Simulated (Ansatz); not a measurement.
Planning a run of Ansatz 0.2.0 on K2CdSe2O6 (C2/m). The input:

```yaml
crystal:
  lattice:
    - [2.83450625, 1.6447265794, 6.3162]
    - [-2.83450625, 1.6447265794, 6.3162]
    - [0.0, -3.2894531587, 6.3162]
  atoms:
    - { symbol: K, position: [0.8028368916, 0.8028368916, 0.8028368916] }
    - { symbol: K, position: [0.1971631084, 0.1971631084, 0.1971631084] }
    - { symbol: Cd, position: [0.0, 0.0, 0.0] }
    - { symbol: Se, position: [0.6229802507, 0.6229802507, 0.6229802507] }
    - { symbol: Se, position: [0.3770197493, 0.3770197493, 0.3770197493] }
    - { symbol: O, position: [0.7422192338, 0.269620956, 0.7422192338] }
    - { symbol: O, position: [0.7422192338, 0.7422192338, 0.269620956] }
    - { symbol: O, position: [0.269620956, 0.7422192338, 0.7422192338] }
    - { symbol: O, position: [0.2577807662, 0.730379044, 0.2577807662] }
    - { symbol: O, position: [0.730379044, 0.2577807662, 0.2577807662] }
    - { symbol: O, position: [0.2577807662, 0.2577807662, 0.730379044] }
kpoints:
  mp_grid: { grid: [4, 4, 4] }
hamiltonian:
  xc: pbe
  pseudopotentials: { kind: paw, azcp: { folder: soft_1 } }
scf:
  occupations: { method: fermi_dirac, width: 0.02 }
relax:
  f_tol: 0.01
output:
  write_density: true
  write_potential: true
  elf: true
  volumetric_format: npy
```

```sh
ansatz run input.yaml --threads 2 --pin off --max-ram 92160MiB --backend cuda --events-out ev --progress --plain --runs-dir out --devices 1 --max-vram 13GiB
```

Estimate wall time and host memory on 1 × NVIDIA H100 80GB HBM3 (shared by 6 runs) with 2 threads of AMD EPYC 7R13 (Zen 3), shared host.

It took 17 s; on shared hardware allow 8.7 s to 35 s. Peak host memory was 1.1 GiB. The sizes that set the cost: 3461 plane waves a state, 24 irreducible k points and 26 SCF cycles.

[Paths, hosts, dates, memory and timing lines, banners, echoed tables and standing remarks are left out of the program output.]

[Logs are printed without paths, hosts, clocks, repeated set-up lines and the standing remarks that a program may print on its own settings, such as how far it seeks lower states.]

[Runs of the session that timed out or met a known fault of the program may be left out.]

[Cells called generated may have been cut or substituted from an entry of the Crystallography Open Database or the Materials Project.]

[Hosts, paths, dates, database ids (printed as entryN), source tags and the programs' standing remarks are cut or masked in the printed files.]
